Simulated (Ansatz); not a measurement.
**Quasiparticle gap of SnO2 (Cassiterite)**

Wanted: the gap of SnO2 (Cassiterite) with a many-body correction, and the time that it takes.

Main program and level: Ansatz 0.2.0; PBE, then G0W0 on it, plane waves, PAW.

**Experimental background.**

- Gap 3.6 eV: experimental gap quoted from earlier work; bulk crystal (quoted in “Study on the Photocatalytic Properties of Flower-Shaped SnO2”, 2022, pmc:9565917).

## Step 1: Set-up

It takes space group P4_2/mnm (No. 136, tetragonal). The conventional cell has a = 4.738 Å, b = 4.738 Å, c = 3.187 Å, α = 90.00°, β = 90.00°, γ = 90.00°. Sn has 6 O at 2.05 to 2.06 Å nearest. Nearest to O lie 3 Sn at 2.05 to 2.06 Å. Farther neighbours and most contacts between anions are not listed.

The cell and positions come from the Crystallography Open Database and are kept as given unless a step says otherwise. The default PAW set here is soft_1. Its files were made with PBE.

## Step 2: The PBE band structure

Levels along a band path and on the mesh show where this functional puts the band edges.

This step: DFT, PBE, plane waves, PAW.

File input.yaml:

```yaml
crystal:
  lattice:
    - [4.738, 0.0, 0.0]
    - [0.0, 4.738, 0.0]
    - [0.0, 0.0, 3.1865]
  atoms:
    - { symbol: Sn, position: [0.0, 0.0, 0.0] }
    - { symbol: Sn, position: [0.5, 0.5, 0.5] }
    - { symbol: O, position: [0.3071, 0.3071, 0.0] }
    - { symbol: O, position: [0.1929, 0.8071, 0.5] }
    - { symbol: O, position: [0.6929, 0.6929, 0.0] }
    - { symbol: O, position: [0.8071, 0.1929, 0.5] }
kpoints:
  mp_grid: { grid: [6, 6, 8] }
  band_path:
    path:
      - [[0.0, 0.0, 0.0], [0.0, 0.5, 0.0], [0.5, 0.5, 0.0], [0.0, 0.0, 0.0], [0.0, 0.0, 0.5], [0.0, 0.5, 0.5], [0.5, 0.5, 0.5], [0.0, 0.0, 0.5]]
      - [[0.0, 0.5, 0.0], [0.0, 0.5, 0.5]]
      - [[0.5, 0.5, 0.0], [0.5, 0.5, 0.5]]
    npoints: 10
hamiltonian:
  xc: pbe
  pseudopotentials: { kind: paw, azcp: { folder: "./paw" } }
scf:
  occupations: { method: fermi_dirac, width: 0.02 }
  n_extra_bands: 6
output:
  eigenvalues: true
  write_density: true
  write_potential: true
  elf: true
  volumetric_format: npy
```

Command:

```console
> ansatz run input.yaml --threads 4 --pin off --max-ram 138240MiB --backend cuda --events-out ev --progress --plain --runs-dir out --devices 1 --max-vram 26GiB
```

Numbers of over 12 decimals in the logs are rounded to 6 here.

The program printed:

```text
scf.n_extra_bands = 6 over 26 filled bands (N_el = 52.0): the run solves 32 bands
GPUs: using 1 of 1 available (devices: 1).
Engine: ansatz 0.2.0, x86_64-unknown-linux-gnu
Pseudopotentials: kind: paw
Pseudopotential: Sn, paw, valence charge 14, recommended cutoff 420 eV (normal), <dir>
Pseudopotential: O, paw, valence charge 6, recommended cutoff 420 eV (normal), <dir>
Functional definition: PBE
  parameter kappa = 0.804
  parameter beta = 0.066725
  exchange = pbe_x(kappa = kappa, mu = beta*pi^2/3)
  correlation = pbe_c(beta = beta)
device memory: the entry about to start is reckoned to put 2.2 GiB on a device that reports 77.3 GiB free (of which the cap on the GPU budget leaves the run 26.0 GiB)
GPU FFT provider: cuFFT
GPU libraries: cuBLAS 13.8.2, cuFFT 12.4.0, cuSOLVER 12.3.4
Crystal: 6 atoms, lattice volume = 71.533 Å³
Basis set: ecut = 420 eV, 1411 PW (Γ)
Bands: 32, of which v1, the nominal top of the filled ones, is band 26 counted from 1 (25 counted from 0)
Symmetry: 16 space group operations
Space group: P42/mnm (ITA 136), of the structure as read, at distance tolerance 4.2e-5 Å
k-points: 50 of 288
Non-local potential: Sn, projectors of the file, l = 0: 2, l = 1: 2, l = 2: 2, l = 3: 1
Non-local potential: O, projectors of the file, l = 0: 2, l = 1: 2, l = 2: 1
PAW form: soft (Blöchl's): semilocal exchange-correlation on the pseudo side does not see the compensation charge
PAW one-centre angular grid: Sn, 590 points (default); XC on 64 Gauss nodes
PAW one-centre angular grid: O, 110 points (default); XC on 64 Gauss nodes
Initial density: superposition of atomic densities (chi_scale 0.1, normalization cell, long waves kept (reshape's long-wave potential 0.00 eV rms))
Initial wavefunctions: pseudopotential atomic-orbital guess
GPU buffer pool allocated for 24576 grid points (all kernels)
GPU transforms: local potential and band sums: pruned to the plane-wave sphere, on 32×32×24
Functional: x = pbe(κ = 0.804, μ = 0.219515), c = pbe(β = 0.066725)
SCF iter   1: F=—  HF=-14318.860787 eV  |F-HF|=—  |Δ(HF+E_count)|=         —  Δρ=8.13e-2  dr2=3.77e0  ethr=3.10e-3  ⟨swp⟩=6.6  Hψ=7165  notcnv=0
preconditioner: auto → Resta (q_TF=auto, 2.587 Å⁻¹)  ε∞=3.5  [insulator: Δε(μ)=1.761 eV  Ē_g=20.189 eV  σ=0.020 eV  W_gap=1.00  n_scr=18 (ndim 8)  ℏωp=31.7 eV  f_vac=0.000  D(μ)=0.00/eV (n_scr^D=0)  ε∞_Penn≈3.5]
SCF iter   2: F=—  HF=-14318.056668 eV  |F-HF|=—  |Δ(HF+E_count)|=   8.04e-1  Δρ=3.73e-2  dr2=5.14e-1  ethr=3.10e-3  ⟨swp⟩=2.2  Hψ=2992  notcnv=0  defer=100
SCF iter   3: F=—  HF=-14318.009360 eV  |F-HF|=—  |Δ(HF+E_count)|=   4.73e-2  Δρ=1.38e-2  dr2=8.00e-2  ethr=9.89e-4  ⟨swp⟩=2.4  Hψ=1900  notcnv=0  defer=100
SCF iter   4: F=—  HF=-14318.019839 eV  |F-HF|=—  |Δ(HF+E_count)|=   1.05e-2  Δρ=1.76e-3  dr2=2.36e-3  ethr=1.54e-4  ⟨swp⟩=3.0  Hψ=2498  notcnv=0  defer=100
SCF iter   5: F=—  HF=-14318.021743 eV  |F-HF|=—  |Δ(HF+E_count)|=   1.90e-3  Δρ=6.66e-4  dr2=2.33e-4  ethr=4.53e-6  ⟨swp⟩=2.0  Hψ=2934  notcnv=0  defer=100
SCF iter   6: F=—  HF=-14318.021911 eV  |F-HF|=—  |Δ(HF+E_count)|=   1.67e-4  Δρ=8.08e-5  dr2=4.26e-6  ethr=4.48e-7  ⟨swp⟩=2.0  Hψ=2488  notcnv=0  defer=100
SCF iter   7: F=—  HF=-14318.022114 eV  |F-HF|=—  |Δ(HF+E_count)|=   2.03e-4  Δρ=1.36e-5  dr2=1.33e-7  ethr=8.20e-9  ⟨swp⟩=2.1  Hψ=2549  notcnv=0  defer=100
SCF iter   8: F=-14318.022114 eV  HF=-14318.022114 eV  |F-HF|=7.79e-9  |Δ(HF+E_count)|=   1.42e-7  Δρ=2.68e-6  dr2=5.98e-9  ethr=1.92e-10  ⟨swp⟩=8.5  Hψ=5160  notcnv=0
SCF 1 converged in 8 iterations: F = -14318.022114 eV  dr2 = 5.98e-9
  greatest PAW one-centre occupation: 0.996 electrons in one spin orbital (limit 2), on the Sn atom at site 1 (counted from 0), in its partial waves of l = 2
device memory: the entry about to start is reckoned to put 2.8 GiB on a device that reports 76.3 GiB free (of which the cap on the GPU budget leaves the run 26.0 GiB)
NSCF: frozen V_eff on 93 k-points, pencils in batches of 32, up to order 144
SCF converged after 8 iterations
Free energy (F): -14318.022114 eV
Harris-Foulkes:  -14318.022114 eV  (|F-HF|=7.79e-9)
Internal energy: -14318.022114 eV  (E = F + TS)
E sigma→0 (E₀):  -14318.022114 eV
Fermi energy:    10.205596 eV
--- Per-component energies (eV) ---
  E_band       = -112.160018
  E_kinetic    = 1020.746595
  E_local      = -3165.575053  (includes V_loc(G=0)·N_el)
  E_nonlocal   = 501.828547
  E_hartree    = 1445.570422
  E_xc         = -536.694330
  E_vxc        = -525.122474  (∫ρ·V_xc dr)
  E_paw        = -9401.050474  (= ΣΔE_a)
  E_vpaw       = -835.182326  (= ΣTr[D̂ρ^β])
  E_aug_tail   = 0.003959  (compensation charges beyond the density's cutoff)
  E_ewald      = -4182.851779
  E_smearing   = -0.000000  (= −TS)
  E_closure    = 0.000000  (closes the sum)
  Σ components = -14318.022114   (vs F -14318.022114, Δ=0.00e0)
--- Band table (eV; the first three rows and the last of 50) ---
  k-point 0: bands = [... 22 lower, 8.3458, 8.7924, 8.7924, 9.5637, 10.8473, 15.7376, 15.9423, 15.9423, ... 2 higher]
  k-point 1: bands = [... 22 lower, 7.7673, 8.8286, 8.8286, 9.4335, 11.8074, 16.0536, 16.5920, 16.5920, ... 2 higher]
  k-point 2: bands = [... 22 lower, 7.0535, 8.7282, 8.7282, 9.0652, 13.4216, 16.5213, 18.0216, 18.0216, ... 2 higher]
  k-point 49: bands = [... 22 lower, 8.5966, 8.5966, 8.7325, 8.7325, 14.5096, 14.5096, 18.4663, 18.4663, ... 2 higher]
```

The job ended after 19 s (1 × NVIDIA H100 80GB HBM3 (shared by 3 runs) with 4 threads of AMD EPYC 7R13 (Zen 3), shared host; peak memory 0.93 GiB; 3.9 s of CPU time).

This step gave:

* filled bands: 26
* gap: 1.284 eV
* valence top at: Γ
* conduction bottom at: Γ
* least direct gap: 1.284 eV

Over mesh and path the gap is 1.284 eV, direct, at k = Γ.

Electronic bands along the path, in eV, zero at the top of the highest nominally filled band:

```csv
point,band 23,band 24,band 25,band 26,band 27,band 28,band 29,band 30
Γ,-1.22,-0.77,-0.77,0.00,1.28,6.17,6.38,6.38
halfway,-1.20,-1.18,-0.73,-0.29,2.57,5.71,6.64,6.82
X,-1.18,-1.18,-0.63,-0.63,4.45,4.45,7.12,7.12
halfway,-1.23,-1.23,-0.77,-0.77,4.65,4.65,7.34,7.34
M,-1.30,-1.30,-0.90,-0.90,4.85,4.85,7.55,7.55
halfway,-1.26,-1.17,-0.82,-0.48,3.35,5.44,7.00,7.09
Γ,-1.22,-0.77,-0.77,0.00,1.28,6.17,6.38,6.38
halfway,-2.51,-0.84,-0.84,-0.50,3.86,6.96,8.46,8.46
Z,-1.65,-1.65,-1.25,-1.25,6.24,6.24,9.79,9.79
halfway,-1.42,-1.42,-1.12,-1.12,6.35,6.35,8.86,8.86
R,-1.10,-1.10,-0.69,-0.69,6.52,6.52,8.10,8.10
halfway,-1.01,-1.01,-0.97,-0.97,5.55,5.55,8.74,8.74
A,-0.97,-0.97,-0.83,-0.83,4.95,4.95,8.90,8.90
halfway,-1.26,-1.25,-1.04,-0.97,5.72,6.26,8.05,9.94
Z,-1.65,-1.65,-1.25,-1.25,6.24,6.24,9.79,9.79
jump to X,-1.18,-1.18,-0.63,-0.63,4.45,4.45,7.12,7.12
halfway,-1.26,-1.26,-0.83,-0.83,5.60,5.60,8.80,8.80
R,-1.10,-1.10,-0.69,-0.69,6.52,6.52,8.10,8.10
jump to M,-1.30,-1.30,-0.90,-0.90,4.85,4.85,7.55,7.55
halfway,-0.86,-0.86,-0.86,-0.86,5.19,5.19,8.83,8.83
A,-0.97,-0.97,-0.83,-0.83,4.95,4.95,8.90,8.90
```

ELF in the ab plane at fractional z = 0.000, with atoms of Sn and O within 0.2 Å of it. It is the smooth field of the valence electrons, not physical close to the nuclei.

Ten even steps from '0' (0.00) to '9' (0.82), each cell a mean:
```
00210001233210
11210004787421
22100027999842
11000038966973
00000027966983
00011114899972
01366411478741
04899851123200
15997884100000
15984796100000
13798996100011
12379983000122
01235541001210
00111100001210
```
Columns run along a (4.7 Å), rows up along b (4.7 Å). Atoms in or near the plane, at fractional coordinates: Sn at (0.00, 0.00), O at (0.31, 0.31), O at (0.69, 0.69).

Valence density in the ab plane at fractional z = 0.000, with atoms of Sn and O within 0.2 Å of it. It is the smooth field of the valence electrons, not physical close to the nuclei.

Ten even steps from '0' (0 e/Å³) to '9' (12 e/Å³), each cell a mean:
```
84100000000026
31000000000002
00000000122100
00000000255200
00000000255200
00000000122100
00000000000000
00001100000000
00024310000000
00146410000000
00024200000000
11001000000001
53100000000014
95100000000038
```
Columns run along a (4.7 Å), rows up along b (4.7 Å). Atoms in or near the plane, at fractional coordinates: Sn at (0.00, 0.00), O at (0.31, 0.31), O at (0.69, 0.69).

## Step 3: The quasiparticle correction

G0W0 replaces the xc potential by a self-energy built once from the orbitals of the start. Levels are corrected in the window of bands that the input names, at points of the mesh.

This step: G0W0 on PBE, plane waves, PAW.

File input.yaml:

```yaml
crystal:
  lattice:
    - [4.738, 0.0, 0.0]
    - [0.0, 4.738, 0.0]
    - [0.0, 0.0, 3.1865]
  atoms:
    - { symbol: Sn, position: [0.0, 0.0, 0.0] }
    - { symbol: Sn, position: [0.5, 0.5, 0.5] }
    - { symbol: O, position: [0.3071, 0.3071, 0.0] }
    - { symbol: O, position: [0.1929, 0.8071, 0.5] }
    - { symbol: O, position: [0.6929, 0.6929, 0.0] }
    - { symbol: O, position: [0.8071, 0.1929, 0.5] }
kpoints:
  mp_grid: { grid: [4, 4, 6] }
hamiltonian:
  xc: pbe
  pseudopotentials: { kind: paw, source: ansatz }
scf:
  occupations: { method: fixed }
gw:
  n_empty_bands: 1203
  ecut_chi: 380
  qp_bands: [v2, c2]
  qp_kpoints: band_edges
  screening: { model: contour_deformation }
```

The program printed:

```text
GPUs: using 1 of 1 available (devices: 1).
[...]
GPU FFT provider: cuFFT
GPU libraries: cuBLAS 13.8.2, cuFFT 12.4.0, cuSOLVER 12.3.4
Crystal: 6 atoms, lattice volume = 71.533 Å³
Basis set: ecut = 930 eV, 4587 PW (Γ)
Bands: 41, of which v1, the nominal top of the filled ones, is band 34 counted from 1 (33 counted from 0)
Symmetry: 16 space group operations
[...]
k-points: 24 of 96
[...]
GPU buffer pool allocated for 104976 grid points (all kernels)
[...]
SCF iter   1: F=—  HF=-21720.950653 eV  |F-HF|=—  |Δ(HF+E_count)|=         —  Δρ=8.52e-2  dr2=3.45e0  ethr=3.10e-3  ⟨swp⟩=4.3  Hψ=3366  notcnv=0  defer=120
[...]
SCF iter   8: F=-21719.985827 eV  HF=-21719.985827 eV  |F-HF|=1.75e-8  |Δ(HF+E_count)|=   3.89e-7  Δρ=4.19e-6  dr2=1.32e-8  ethr=1.47e-10  ⟨swp⟩=10.0  Hψ=3934  notcnv=0
SCF 1 converged in 8 iterations: F = -21719.985827 eV  dr2 = 1.32e-8
[...]
NSCF: frozen V_eff on 24 k-points, pencils in batches of 32, up to order 164
the band table was solved once the SCF had ended and its energy, with any forces and stress, was formed, with the checks that follow a solve (3889 applications of the Hamiltonian). They found nothing against the state; the energy, forces and stress were not computed again (output.eigenvalues in the input reference)
[...]
NSCF: frozen V_eff on 24 k-points
G₀W₀ screening: q 1/24
[... further progress lines ...]
SCF converged after 8 iterations
Free energy (F): -21719.985827 eV
[...]
Internal energy: -21719.985827 eV  (E = F + TS)
E sigma→0 (E₀):  -21719.985827 eV
Fermi energy:    11.134553 eV
[...]
--- Band table (eV; the first three rows and the last of 24) ---
  k-point 0: bands = [... 30 lower, 9.9106, 10.3590, 10.3590, 11.1346, 12.4213, 17.3009, 17.5030, 17.5030, ... 3 higher]
  k-point 1: bands = [... 30 lower, 8.9931, 10.3801, 10.3801, 10.9048, 13.9118, 17.8033, 18.5873, 18.5873, ... 3 higher]
  k-point 2: bands = [... 30 lower, 8.7286, 10.1456, 10.1456, 10.2872, 15.9704, 18.1059, 20.0107, 20.5738, ... 3 higher]
  k-point 23: bands = [... 30 lower, 10.1647, 10.1647, 10.3000, 10.3000, 16.0731, 16.0731, 20.0291, 20.0291, ... 3 higher]
--- G₀W₀: contour deformation, 8 samples at zero and on the imaginary axis and 2 off it, 96 q-points, 1203 empty bands' worth ---
  eigenvalues of the whole cell's RPA ε∞ on this k-mesh (on a slab, of 1 + 4πα/V) = 4.2962, 4.2962, 4.5182; static W/v taken at q = 0 is 0.228874
  bands read: the sum over 1237 bands ends inside a degenerate multiplet in 15 slots, whose members it reads at an even weight; the widest, k=2: bands 1237 to 1238 (counted from 1) at 1/2 each
  gw.qp_kpoints: band_edges: 11 of 24 stored k-points solved, in 1 pass; an edge of the gap read off the rows below is read off those points alone
    valence top: of the k-points left out ik 14 came nearest to being solved in a further pass, in band 34 (counted from 1, as in the quasiparticle table): it holds the edge there only if its correction is more favourable than any solved in that band by at least 0.573 eV; those differ by 0.209 eV
    conduction bottom: of the k-points left out ik 16 came nearest to being solved in a further pass, in band 35 (counted from 1, as in the quasiparticle table): it holds the edge there only if its correction is more favourable than any solved in that band by at least 3.365 eV; those differ by 0.481 eV
  `?` marks the rows in doubt; gw_qp.tsv's column doubts and the gw_qp event give each row's grounds
    ik  band        ε_KS         Σx   Σc(E_QP)       V_xc       Z   E_QP_lin       E_QP  E_QP is
     0    33     10.3590   -26.4480     4.4007   -20.7667  0.7469     9.0318     9.0784  root
     0    34     11.1346   -27.1856     4.6908   -21.1404  0.7479     9.7445     9.7801  root
     0    35     12.4213   -14.4725    -3.7198   -18.5888  0.8206    12.8191    12.8179  root
     0    36     17.3009   -12.1255    -4.9937   -17.8243  0.8017    18.0139    18.0061  root
     1    33     10.3801   -26.6265     4.4043   -20.9363  0.7475     9.0486     9.0942  root ?
     1    34     10.9048   -26.8714     4.7380   -20.7577  0.7468     9.4910     9.5291  root
     1    35     13.9118   -15.6542    -3.6918   -19.8201  0.8045    14.3879    14.3859  root
     1    36     17.8033   -13.1252    -5.2264   -19.1581  0.7881    18.6212    18.6097  root
     3    33      9.8766   -26.2844     4.9432   -19.9209  0.7399     8.4083     8.4563  root
     3    34      9.8766   -26.2844     4.9432   -19.9209  0.7399     8.4083     8.4563  root
     3    35     17.3752   -14.7396    -5.1499   -20.7639  0.7837    18.2620    18.2494  root
     3    36     17.3752   -14.7396    -5.1499   -20.7639  0.7837    18.2620    18.2494  root
     4    33     10.3975   -26.5370     4.4242   -20.8217  0.7471     9.0625     9.1064  root ?
     4    34     10.8478   -26.7094     4.6595   -20.6863  0.7475     9.4469     9.4841  root
     4    35     13.7112   -15.6291    -3.5528   -19.6033  0.8062    14.1342    14.1326  root
     4    36     16.8442   -12.9739    -4.7719   -18.4176  0.7982    17.5229    17.5160  root
     5    33     10.3508   -26.5879     4.4467   -20.8340  0.7471     9.0046     9.0437  root ?
     5    34     10.7692   -26.7681     4.6919   -20.7081  0.7466     9.3633     9.4011  root
     5    35     14.6459   -15.4850    -3.9496   -19.9821  0.8010    15.1966    15.1935  root
     5    36     17.4303   -13.8532    -5.0681   -19.7047  0.7860    18.2243    18.2137  root
     8    33     10.5004   -26.5684     4.5107   -20.7285  0.7473     9.1338     9.1711  root
     8    34     10.5004   -26.5684     4.5107   -20.7285  0.7473     9.1338     9.1711  root
     8    35     15.5894   -14.8695    -4.2758   -19.7548  0.7966    16.2039    16.1989  root
     8    36     15.5894   -14.8695    -4.2758   -19.7548  0.7966    16.2039    16.1989  root
    11    33     10.4422   -27.1855     3.8953   -22.0787  0.7561     9.1982     9.2307  root
    11    34     10.4422   -27.1855     3.8953   -22.0787  0.7561     9.1982     9.2307  root
    11    35     17.6533   -14.8654    -5.2102   -20.9532  0.7798    18.5444    18.5308  root
    11    36     17.6533   -14.8654    -5.2102   -20.9532  0.7798    18.5444    18.5308  root
    12    33     10.3059   -26.5182     4.5829   -20.5972  0.7451     8.9296     8.9678  root
    12    34     10.6552   -26.5828     4.7195   -20.4835  0.7462     9.2362     9.2755  root
    12    35     14.4881   -15.6106    -3.8261   -19.9448  0.8019    14.9987    14.9961  root
    12    36     16.5754   -13.1633    -4.7459   -18.5780  0.7991    17.2509    17.2443  root
    13    33     10.3316   -26.6376     4.6187   -20.6724  0.7452     8.9468     8.9851  root
    13    34     10.7203   -26.8516     4.5989   -20.9061  0.7473     9.3372     9.3737  root
    13    35     15.1528   -15.3100    -4.1633   -20.0767  0.7987    15.7603    15.7562  root
    13    36     17.0780   -13.9664    -4.9739   -19.7068  0.7888    17.8540    17.8445  root
    17    33     10.4360   -26.6812     4.5791   -20.7573  0.7464     9.0534     9.0911  root
    17    34     10.4360   -26.6812     4.5791   -20.7573  0.7464     9.0534     9.0911  root
    17    35     16.2117   -14.7811    -4.6306   -20.1242  0.7932    16.9315    16.9242  root
    17    36     16.2117   -14.7811    -4.6306   -20.1242  0.7932    16.9315    16.9242  root
    23    33     10.3000   -26.6274     4.9173   -20.3023  0.7419     8.8493     8.8922  root
    23    34     10.3000   -26.6274     4.9173   -20.3023  0.7419     8.8493     8.8922  root
    23    35     16.0731   -13.3208    -4.6561   -18.6828  0.8085    16.7851    16.7790  root
    23    36     16.0731   -13.3208    -4.6561   -18.6828  0.8085    16.7851    16.7790  root
```

Run time: 3.9 min. Hardware: 1 × NVIDIA H100 80GB HBM3 (shared by 3 runs) with 4 threads; peak memory 10 GiB; 7.1 min of CPU time.

Numbers from this step:

| Property | Result |
| --- | --- |
| bands summed | 1237 |
| RPA ε∞ on this mesh (eigenvalues) | 4.296, 4.296, 4.518 |
| plane waves in the screening matrix | 1195 |
| q-points in the mesh | 96 |
| G0W0 gap over the corrected points | 3.038 eV |
| k of the valence top | 0, 0, 0 |
| k of the conduction bottom | 0, 0, 0 |
| starting gap on the mesh | 1.287 eV |
| Z at the valence top | 0.7479 |
| Z at the conduction bottom | 0.8206 |
| least direct G0W0 gap over the corrected points | 3.038 eV |

Over 11 of 24 irreducible mesh points the G0W0 gap is 3.038 eV, direct, at k = Γ. The PBE gap of this run on the mesh is 1.287 eV. The two states that bound the G0W0 gap lie that far apart at the start, so the correction of the gap is 3.038 − 1.287 = +1.751 eV. The start of this run differs from the step before in mesh (6×6×8 and 4×4×6), files (soft_1 PAW and hard PAW) and plane-wave cutoff (420 eV and 930 eV). The program marks 3 of the 44 corrected levels as in doubt (Σc rises), neither edge state among them.

Labels follow the order of the start: v1 is the top filled band, c1 the lowest empty one; levels that stay degenerate share a row, the window can cut a multiplet, doubted levels are not marked in this list, bands outside the window were not corrected, and the list may be a part of the corrected levels. The levels before and after the correction (eV, zero at the valence-band top of each column):

```csv
,conduction bottom,valence top
Kohn-Sham,1.29,0.00
G0W0,3.04,0.00
```

```csv
,level,occupation,energy (eV)
Kohn-Sham,Γ v2,2,-0.776
Kohn-Sham,Γ v1,2,0.000
Kohn-Sham,Γ c1,0,1.287
Kohn-Sham,Γ c2,0,6.166
G0W0,Γ v2,2,-0.702
G0W0,Γ v1,2,0.000
G0W0,Γ c1,0,3.038
G0W0,Γ c2,0,8.226
```

The parts of the quasiparticle energy for the two states that bound the G0W0 gap, in eV on the run's own scale (QP = start + Σx + Σc − Vxc, with Σc at the quasiparticle energy):

```csv
edge,k,band,start,Σx,Σc,Vxc,Z,QP
valence top,Γ,34,11.135,−27.186,4.691,−21.140,0.748,9.780
conduction bottom,Γ,35,12.421,−14.473,−3.720,−18.589,0.821,12.818
```

[end of part 1 of 2]

[Paths, hosts, dates, memory and timing lines, banners, echoed tables and standing remarks are left out of the program output.]

[Logs are printed without paths, hosts, clocks, repeated set-up lines and the standing remarks that a program may print on its own settings, such as how far it seeks lower states.]

[Runs of the session that timed out or met a known fault of the program may be left out.]

[Cells called generated may have been cut or substituted from an entry of the Crystallography Open Database or the Materials Project.]

[Hosts, paths, dates, database ids (printed as entryN), source tags and the programs' standing remarks are cut or masked in the printed files.]

[Where an RPA ε∞ is given, it is that of the G0W0 mesh and is not shown converged in it. Names of k-points follow the symmetry that the program found, which can be lower than the space group named. Band edges on a path are those of the sampled points; other points can move an edge, and change direct to indirect where valleys lie close.]

[Hybrid gaps are those of their k-mesh and are not shown converged in it.]
